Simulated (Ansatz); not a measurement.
## One crystal, many levels of theory: AlIn2N3 (Cmc2_1)

Wanted: a ladder of band gaps for AlIn2N3 (Cmc2_1), from density functionals to G0W0.

Program: Ansatz 0.2.0. Level of theory: density functionals, hybrids and G0W0, plane waves, PAW. Results are calculated unless marked as measured.

### Step 1. The structure

Symmetry: Cmc2_1, No. 36, orthorhombic system. The conventional cell has a = 10.296 Å, b = 5.926 Å, c = 5.500 Å, α = 90.00°, β = 90.00°, γ = 90.00°. Nearest to Al lie 4 N at 1.90 to 1.92 Å. Nearest to In lie 4 N at 2.18 to 2.20 Å. Nearest to N lie 1 Al at 1.90 Å and 3 In at 2.18 to 2.20 Å. Nearest to N lie 2 Al at 1.91 to 1.92 Å and 2 In at 2.19 Å. Farther neighbours and most contacts between anions are not listed.

The cell and positions are those that the Materials Project relaxed with its own functionals (PBE, PBE+U or r2SCAN), kept fixed.

The logs state that the PAW files were generated under PBE.

### Step 2. PBE on the 6×6×4 mesh

Levels along a band path and on the mesh show where this functional puts the band edges.

This step: DFT, PBE, plane waves, PAW; PAW set soft_1.

input.yaml

```yaml
crystal:
  lattice:
    - [5.1481021059, -2.9628729689, 0.0]
    - [5.1481021059, 2.9628729689, 0.0]
    - [0.0, 0.0, 5.500038]
  atoms:
    - { symbol: Al, position: [0.341243, 0.658757, 0.989218] }
    - { symbol: Al, position: [0.658757, 0.341243, 0.489218] }
    - { symbol: In, position: [0.988295, 0.335413, 0.987121] }
    - { symbol: In, position: [0.664587, 0.011705, 0.987121] }
    - { symbol: In, position: [0.011705, 0.664587, 0.487121] }
    - { symbol: In, position: [0.335413, 0.988295, 0.487121] }
    - { symbol: "N", position: [0.968855, 0.332959, 0.385637] }
    - { symbol: "N", position: [0.667041, 0.031145, 0.385637] }
    - { symbol: "N", position: [0.031145, 0.667041, 0.885637] }
    - { symbol: "N", position: [0.332959, 0.968855, 0.885637] }
    - { symbol: "N", position: [0.368643, 0.631357, 0.337266] }
    - { symbol: "N", position: [0.631357, 0.368643, 0.837266] }
kpoints:
  mp_grid: { grid: [6, 6, 4] }
  band_path:
    path:
      - [[0.0, 0.0, 0.0], [0.5, 0.5, 0.0], [0.3328079, 0.6671921, 0.0]]
      - [[-0.3328079, 0.3328079, 0.0], [0.0, 0.0, 0.0], [0.0, 0.0, 0.5], [-0.3328079, 0.3328079, 0.5]]
      - [[0.3328079, 0.6671921, 0.5], [0.5, 0.5, 0.5], [0.5, 0.5, 0.0]]
      - [[0.0, 0.0, 0.0], [0.0, 0.5, 0.0], [0.0, 0.5, 0.5], [0.0, 0.0, 0.5], [0.5, 0.5, 0.5]]
    npoints: 10
hamiltonian:
  xc: pbe
  pseudopotentials: { kind: paw, azcp: { folder: soft_1 } }
scf:
  occupations: { method: fermi_dirac, width: 0.02 }
  n_extra_bands: 8
output:
  eigenvalues: true
  forces: true
  stress: true
  write_density: true
  write_potential: true
  elf: true
  volumetric_format: npy
```

Started as:

```console
$ ansatz run input.yaml --threads 2 --pin off --max-ram 92160MiB --backend cuda --events-out ev --progress --plain --runs-dir out --devices 1 --max-vram 13GiB
```

Numbers of over 12 decimals in the logs are rounded to 6 here.

Log:

```text
scf.n_extra_bands = 8 over 44 filled bands (N_el = 88.0): the run solves 52 bands
GPUs: using 1 of 1 available (devices: 1).
Engine: ansatz 0.2.0, x86_64-unknown-linux-gnu
Pseudopotentials: kind: paw
Pseudopotential: Al, paw, valence charge 3, recommended cutoff 420 eV (normal), soft_1/Al.paw.azcp
Pseudopotential: In, paw, valence charge 13, recommended cutoff 420 eV (normal), soft_1/In.paw.azcp
Pseudopotential: N, paw, valence charge 5, recommended cutoff 420 eV (normal), soft_1/N.paw.azcp
Functional definition: PBE
  parameter kappa = 0.804
  parameter beta = 0.066725
  exchange = pbe_x(kappa = kappa, mu = beta*pi^2/3)
  correlation = pbe_c(beta = beta)
device memory: the entry about to start is reckoned to put 2.8 GiB on a device that reports 41.1 GiB free (of which the cap on the GPU budget leaves the run 13.0 GiB)
GPU FFT provider: cuFFT
GPU libraries: cuBLAS 13.8.2, cuFFT 12.4.0, cuSOLVER 12.3.4
Crystal: 12 atoms, lattice volume = 167.786 Å³
Basis set: ecut = 420 eV, 3247 PW (Γ), exchange–correlation on 80×80×80 points (8 copies of the dense FFT grid, shifted against one another)
Bands: 52, of which v1, the nominal top of the filled ones, is band 44 counted from 1 (43 counted from 0)
Symmetry: 4 space group operations
Space group: Cmc21 (ITA 36), of the structure as read, at distance tolerance 5.5e-5 Å
k-points: 39 of 144 (time reversal used)
Non-local potential: Al, projectors of the file, l = 0: 2, l = 1: 2, l = 2: 1
Non-local potential: In, projectors of the file, l = 0: 2, l = 1: 2, l = 2: 2, l = 3: 1
Non-local potential: N, projectors of the file, l = 0: 2, l = 1: 2, l = 2: 1
PAW form: soft (Blöchl's): semilocal exchange-correlation on the pseudo side does not see the compensation charge
PAW one-centre angular grid: Al, 110 points (default); XC on 64 Gauss nodes
PAW one-centre angular grid: In, 590 points (default); XC on 64 Gauss nodes
PAW one-centre angular grid: N, 110 points (default); XC on 64 Gauss nodes
Initial density: superposition of atomic densities (chi_scale 0.1, normalization cell, long waves kept (reshape's long-wave potential 0.07 eV rms))
Initial wavefunctions: pseudopotential atomic-orbital guess
GPU buffer pool allocated for 64000 grid points (all kernels)
GPU transforms: local potential and band sums: pruned to the plane-wave sphere, on 40×40×40
Functional: x = pbe(κ = 0.804, μ = 0.219515), c = pbe(β = 0.066725)
SCF iter   1: F=—  HF=-25779.384092 eV  |F-HF|=—  |Δ(HF+E_count)|=         —  Δρ=8.76e-2  dr2=1.65e1  ethr=3.10e-3  ⟨swp⟩=6.8  Hψ=7559  notcnv=0
preconditioner: auto → Resta (q_TF=auto, 2.450 Å⁻¹)  ε∞=4.7  [insulator: Δε(μ)=1.770 eV  Ē_g=13.947 eV  σ=0.020 eV  W_gap=1.00  n_scr=46 (ndim 8)  ℏωp=26.9 eV  f_vac=0.000  D(μ)=0.00/eV (n_scr^D=0)  ε∞_Penn≈4.7]
SCF iter   2: F=—  HF=-25775.364603 eV  |F-HF|=—  |Δ(HF+E_count)|=    4.02e0  Δρ=3.75e-2  dr2=1.39e0  ethr=3.10e-3  ⟨swp⟩=3.0  Hψ=4496  notcnv=0  defer=92
SCF iter   3: F=—  HF=-25775.123924 eV  |F-HF|=—  |Δ(HF+E_count)|=   2.41e-1  Δρ=1.82e-2  dr2=3.86e-1  ethr=1.58e-3  ⟨swp⟩=2.0  Hψ=2156  notcnv=0  defer=92
SCF iter   4: F=—  HF=-25775.085168 eV  |F-HF|=—  |Δ(HF+E_count)|=   3.88e-2  Δρ=2.13e-3  dr2=9.93e-3  ethr=4.39e-4  ⟨swp⟩=2.0  Hψ=2156  notcnv=0  defer=92
SCF iter   5: F=—  HF=-25775.091194 eV  |F-HF|=—  |Δ(HF+E_count)|=   6.03e-3  Δρ=9.38e-4  dr2=1.05e-3  ethr=1.13e-5  ⟨swp⟩=2.1  Hψ=3815  notcnv=0  defer=92
SCF iter   6: F=—  HF=-25775.091613 eV  |F-HF|=—  |Δ(HF+E_count)|=   4.19e-4  Δρ=1.55e-4  dr2=5.03e-5  ethr=1.19e-6  ⟨swp⟩=2.0  Hψ=3621  notcnv=0  defer=92
SCF iter   7: F=—  HF=-25775.091716 eV  |F-HF|=—  |Δ(HF+E_count)|=   1.04e-4  Δρ=3.27e-5  dr2=1.78e-6  ethr=5.71e-8  ⟨swp⟩=2.0  Hψ=3562  notcnv=0  defer=92
SCF iter   8: F=—  HF=-25775.091719 eV  |F-HF|=—  |Δ(HF+E_count)|=   2.08e-6  Δρ=8.59e-6  dr2=1.20e-7  ethr=2.02e-9  ⟨swp⟩=2.2  Hψ=3627  notcnv=0  defer=92
SCF iter   9: F=-25775.091719 eV  HF=-25775.091719 eV  |F-HF|=1.44e-9  |Δ(HF+E_count)|=   3.61e-8  Δρ=2.65e-6  dr2=1.12e-8  ethr=1.14e-10  ⟨swp⟩=17.2  Hψ=15289  notcnv=0
SCF 1 converged in 9 iterations: F = -25775.091719 eV  dr2 = 1.12e-8
[...]
device memory: the entry about to start is reckoned to put 2.4 GiB on a device that reports 53.2 GiB free (of which the cap on the GPU budget leaves the run 13.0 GiB)
NSCF: frozen V_eff on 114 k-points
SCF converged after 9 iterations
Free energy (F): -25775.091719 eV
Harris-Foulkes:  -25775.091719 eV  (|F-HF|=1.44e-9)
Internal energy: -25775.091719 eV  (E = F + TS)
E sigma→0 (E₀):  -25775.091719 eV
Fermi energy:    9.068093 eV
--- Per-component energies (eV) ---
  E_band       = 1.190546
  E_kinetic    = 1693.737445
  E_local      = -5478.725106  (includes V_loc(G=0)·N_el)
  E_nonlocal   = 1542.998845
  E_hartree    = 2178.861301
  E_xc         = -1000.268916
  E_vxc        = -864.110530  (∫ρ·V_xc dr)
  E_paw        = -18553.879405  (= ΣΔE_a)
  E_vpaw       = -1250.439438  (= ΣTr[D̂ρ^β])
  E_aug_tail   = 0.005412  (compensation charges beyond the density's cutoff)
  E_ewald      = -6157.821293
  E_smearing   = -0.000000  (= −TS)
  E_closure    = 0.000000  (closes the sum)
  Σ components = -25775.091719   (vs F -25775.091719, Δ=0.00e0)
--- Forces (eV/Å), atoms counted from 1 ---
  atom   1  Al    -0.00000000    -0.00230192     0.00320059
  atom   2  Al     0.00000000     0.00230192     0.00320059
  atom   3  In     0.00055564    -0.00051653     0.00457089
  atom   4  In    -0.00055564    -0.00051653     0.00457089
  atom   5  In    -0.00055564     0.00051653     0.00457089
  atom   6  In     0.00055564     0.00051653     0.00457089
  atom   7  N      0.02833952    -0.01703974    -0.01577693
  atom   8  N     -0.02833952    -0.01703974    -0.01577693
  atom   9  N     -0.02833952     0.01703974    -0.01577693
  atom  10  N      0.02833952     0.01703974    -0.01577693
  atom  11  N     -0.00000000     0.02746350     0.01919699
  atom  12  N      0.00000000    -0.02746350     0.01919699
  max |Σ_I F_I| component: 2.90e-5 eV/Å
--- Stress (GPa, compression-positive) ---
       -0.159720      -0.000000      -0.000000
       -0.000000      -0.169376       0.000000
       -0.000000       0.000000      -0.121611
  P = ⅓ Tr σ = -0.1502 GPa (-1.502 kbar)
--- Band table (eV; the first three rows and the last of 39) ---
  k-point 0: bands = [... 40 lower, 8.0369, 8.5748, 8.6093, 8.6222, 9.5027, 12.0474, 13.6011, 13.9614, ... 4 higher]
  k-point 1: bands = [... 40 lower, 8.1401, 8.1711, 8.5048, 8.5120, 10.6156, 12.1095, 13.9923, 14.3424, ... 4 higher]
  k-point 2: bands = [... 40 lower, 8.3002, 8.3002, 8.3938, 8.3938, 11.7672, 11.7672, 14.4659, 14.4659, ... 4 higher]
  k-point 38: bands = [... 40 lower, 7.6353, 7.6353, 7.9235, 7.9235, 12.6212, 12.6212, 13.0723, 13.0723, ... 4 higher]
```

The job ended after 11 s (1 × NVIDIA H100 80GB HBM3 (shared by 6 runs) with 2 threads of AMD EPYC 7R13 (Zen 3), shared host; peak memory 1.1 GiB).

This step gave:

```yaml
pressure: -0.1502 GPa
filled_bands: 44
gap: 0.8805 eV
valence_top_at: Γ
conduction_bottom_at: Γ
least_direct_gap: 0.8805 eV
```

Over mesh and path the gap is 0.881 eV, direct, at k = Γ.

### Step 3. PBE+SOC on the 6×6×4 mesh

This run has two-component orbitals with spin-orbit coupling.

This step: DFT, PBE with spin-orbit coupling, plane waves, PAW; PAW set soft_1.

input.yaml, the sections that differ from step 2:

```yaml
kpoints:
  mp_grid: { grid: [6, 6, 4] }
  band_path:
    path:
      - [0.0, 0.0, 0.0]
      - [0.5, 0.5, 0.0]
      - [0.3328079, 0.6671921, 0.0]
      - [-0.3328079, 0.3328079, 0.0]
      - [0.0, 0.0, 0.5]
      - [-0.3328079, 0.3328079, 0.5]
      - [0.3328079, 0.6671921, 0.5]
      - [0.5, 0.5, 0.5]
    npoints: 1
hamiltonian:
  xc: pbe
  pseudopotentials: { kind: paw_fr, azcp: { folder: soft_1 } }
scf:
  occupations: { method: fermi_dirac, width: 0.02 }
  n_extra_bands: 16
magnetization:
  noncollinear: true
  spin_orbit: true
# crystal, output: as in step 2
```

Log:

```text
[...]
GPUs: using 1 of 1 available (devices: 1).
[...]
non-collinear run that drives no moment, with spin-orbit: no starting moment large enough to seed its density (crystal.atoms[].spin), no starting occupations that ask for one, no magnetisation constraint and no magnetic field, so the semilocal B_xc is pinned to zero
[...]
GPU FFT provider: cuFFT
GPU libraries: cuBLAS 13.8.2, cuFFT 12.4.0, cuSOLVER 12.3.4
Crystal: 12 atoms, lattice volume = 167.786 Å³
Basis set: ecut = 420 eV, 3247 PW (Γ), exchange–correlation on 80×80×80 points (8 copies of the dense FFT grid, shifted against one another)
Bands: 104, of which v1, the nominal top of the filled ones, is band 88 counted from 1 (87 counted from 0)
Symmetry: 4 space group operations + 4 with time reversal
[...]
k-points: 39 of 144 (time reversal used)
[...]
atom   8  N     -0.03253937    -0.01959695    -0.01860970
  atom   9  N     -0.03253937     0.01959695    -0.01860970
  atom  10  N      0.03253937     0.01959695    -0.01860970
  atom  11  N     -0.00000000     0.03174453     0.02203221
  atom  12  N      0.00000000    -0.03174453     0.02203221
  max |Σ_I F_I| component: 8.29e-6 eV/Å
--- Stress (GPa, compression-positive) ---
       -0.232729      -0.000000      -0.000000
       -0.000000      -0.242101       0.000000
       -0.000000       0.000000      -0.177877
  P = ⅓ Tr σ = -0.2176 GPa (-2.176 kbar)
--- Band table (eV; the first three rows and the last of 39) ---
  k-point 0: bands = [... 84 lower, 8.6082, 8.6082, 8.6211, 8.6211, 9.5026, 9.5026, 12.0474, 12.0474, ... 12 higher]
  k-point 1: bands = [... 84 lower, 8.4993, 8.4993, 8.5124, 8.5124, 10.6142, 10.6142, 12.1087, 12.1087, ... 12 higher]
  k-point 2: bands = [... 84 lower, 8.3919, 8.3919, 8.3919, 8.3919, 11.7655, 11.7655, 11.7655, 11.7655, ... 12 higher]
  k-point 38: bands = [... 84 lower, 7.9229, 7.9229, 7.9229, 7.9229, 12.6164, 12.6164, 12.6164, 12.6164, ... 12 higher]
[key lines of the parts left out:]
SCF converged after 10 iterations
Magnetization: |M| = 0.0000 μB,  M = (+0.0000, +0.0000, +0.0000) μB
Free energy (F): -25782.764402 eV
Fermi energy:    9.067423 eV
```

It took 18 s on 1 × NVIDIA H100 80GB HBM3 (shared by 6 runs) with 2 threads; peak memory 1.5 GiB; 21 s of CPU time.

This step gave:

```yaml
pressure: -0.2176 GPa
gap: 0.8815 eV
valence_top_at: Γ
conduction_bottom_at: Γ
least_direct_gap: 0.8815 eV
```

Over mesh and listed points the gap is 0.882 eV, direct, at k = Γ. PBE+SOC against PBE: 0.882 − 0.881 = +0.001 eV, with the same mesh, set of files (read in its fully relativistic form for the spin-orbit run) and cutoff, and both edges at the same k points. The spin-orbit run sees mesh and listed points alone, so its gap is an upper bound: the coupling can move an edge off these points, the more so as this crystal has no centre of inversion, and the change over the zone, its sign included where it is small, is not known.

### Step 4. r2SCAN on the 6×6×4 mesh

r2SCAN is a meta-GGA: it depends on the kinetic-energy density as well as on the density and its gradient.

This step: DFT, r2SCAN, plane waves, PAW; PAW set soft_1.

input.yaml: that of step 3 with these lines changed.

```diff
@@ -32,10 +32,7 @@
 hamiltonian:
-  xc: pbe
-  pseudopotentials: { kind: paw_fr, azcp: { folder: soft_1 } }
+  xc: r2scan
+  pseudopotentials: { kind: paw, azcp: { folder: soft_1 } }
 scf:
-  occupations: { method: fermi_dirac, width: 0.02 }
-  n_extra_bands: 16
-magnetization:
-  noncollinear: true
-  spin_orbit: true
+  occupations: { method: fixed }
+  n_extra_bands: 8
 output:
@@ -44,5 +41 @@
   stress: true
-  write_density: true
-  write_potential: true
-  elf: true
-  volumetric_format: npy
```

Log:

```text
[...]
GPUs: using 1 of 1 available (devices: 1).
[...]
GPU FFT provider: cuFFT
GPU libraries: cuBLAS 13.8.2, cuFFT 12.4.0, cuSOLVER 12.3.4
Crystal: 12 atoms, lattice volume = 167.786 Å³
Basis set: ecut = 500 eV, 4257 PW (Γ), exchange–correlation on 180×180×180 points (64 copies of the dense FFT grid, shifted against one another)
[...]
k-point 0: bands = [... 40 lower, 7.7952, 8.3374, 8.3757, 8.3866, 9.6085, 12.3014, 13.8171, 14.1648, ... 4 higher]
  k-point 1: bands = [... 40 lower, 7.9003, 7.9344, 8.2692, 8.2747, 10.7064, 12.3504, 14.2415, 14.5657, ... 4 higher]
  k-point 2: bands = [... 40 lower, 8.0631, 8.0631, 8.1621, 8.1621, 11.9395, 11.9395, 14.7917, 14.7917, ... 4 higher]
  k-point 38: bands = [... 40 lower, 7.3830, 7.3830, 7.6964, 7.6964, 12.8429, 12.8429, 13.2942, 13.2942, ... 4 higher]
[key lines of the parts left out:]
SCF converged after 9 iterations
Free energy (F): -25844.309354 eV
Fermi energy:    8.386600 eV
P = ⅓ Tr σ = -4.2727 GPa (-42.727 kbar)
```

Run time: 12 s. Hardware: 1 × NVIDIA H100 80GB HBM3 (shared by 6 runs) with 2 threads; peak memory 1.2 GiB; 13 s of CPU time.

Numbers from this step:

```
pressure             : -4.273 GPa
gap                  : 1.222 eV
valence top at       : Γ
conduction bottom at : Γ
least direct gap     : 1.222 eV
```

Over mesh and listed points the gap is 1.222 eV, direct, at k = Γ. The pressure in this cell is -4 GPa; the cell is kept. r2SCAN against PBE: 1.222 − 0.881 = +0.341 eV. The runs also differ in plane-wave cutoff (420 eV and 500 eV), so how much of this comes from the functional alone is not known.

### Step 5. HSE06 on the 6×6×4 mesh

HSE06 mixes in a quarter of exact exchange at short range.

This step: DFT, HSE06, plane waves, PAW; PAW set soft_1.

input.yaml: that of step 4 with these lines changed.

```diff
@@ -32,3 +32,3 @@
 hamiltonian:
-  xc: r2scan
+  xc: hse06
   pseudopotentials: { kind: paw, azcp: { folder: soft_1 } }
@@ -39,3 +39 @@
   eigenvalues: true
-  forces: true
-  stress: true
```

Log:

```text
[...]
GPUs: using 1 of 1 available (devices: 1).
[...]
davidson cushion auto → on  (no smearing: the cushion is to keep the highest requested band from converging to the state above it; pin scf.eigensolver.cushion to override)
[...]
GPU FFT provider: cuFFT
GPU libraries: cuBLAS 13.8.2, cuFFT 12.4.0, cuSOLVER 12.3.4
Crystal: 12 atoms, lattice volume = 167.786 Å³
Basis set: ecut = 420 eV, 3247 PW (Γ)
[...]
Fermi energy:    7.850724 eV
[...]
--- Band table (eV; the first three rows and the last of 39) ---
  k-point 0: bands = [... 40 lower, 7.2219, 7.7989, 7.8414, 7.8507, 9.7579, 12.5454, 13.9716, 14.2912, ... 4 higher]
  k-point 1: bands = [... 40 lower, 7.3332, 7.3725, 7.7260, 7.7305, 10.8554, 12.6088, 14.4572, 14.7301, ... 4 higher]
  k-point 2: bands = [... 40 lower, 7.5081, 7.5081, 7.6221, 7.6221, 12.1837, 12.1837, 15.0527, 15.0527, ... 4 higher]
  k-point 38: bands = [... 40 lower, 6.7915, 6.7915, 7.1309, 7.1309, 13.0224, 13.0224, 13.6121, 13.6121, ... 4 higher]
[key lines of the parts left out:]
Free energy (F): -25791.119147 eV
```

The job ended after 2.2 min (1 × NVIDIA H100 80GB HBM3 (shared by 6 runs) with 2 threads; peak memory 2.6 GiB; 3.6 min of CPU time).

Numbers from this step:

```
gap                     : 1.907 eV
valence top at          : Γ
conduction bottom at    : Γ
least direct gap        : 1.907 eV
exact-exchange fraction : 0.25
```

Over mesh and listed points the gap is 1.907 eV, direct, at k = Γ. HSE06 against PBE: 1.907 − 0.881 = +1.026 eV, with the same mesh, files and cutoff, and both edges at the same k points.

[end of part 1 of 2]

[Paths, hosts, dates, memory and timing lines, banners, echoed tables and standing remarks are left out of the program output.]

[Logs are printed without paths, hosts, clocks, repeated set-up lines and the standing remarks that a program may print on its own settings, such as how far it seeks lower states.]

[Runs of the session that timed out or met a known fault of the program may be left out.]

[Cells called generated may have been cut or substituted from an entry of the Crystallography Open Database or the Materials Project.]

[Hosts, paths, dates, database ids (printed as entryN), source tags and the programs' standing remarks are cut or masked in the printed files.]

[Where an RPA ε∞ is given, it is that of the G0W0 mesh and is not shown converged in it. Names of k-points follow the symmetry that the program found, which can be lower than the space group named. Band edges on a path are those of the sampled points; other points can move an edge, and change direct to indirect where valleys lie close.]

[Hybrid gaps are those of their k-mesh and are not shown converged in it.]
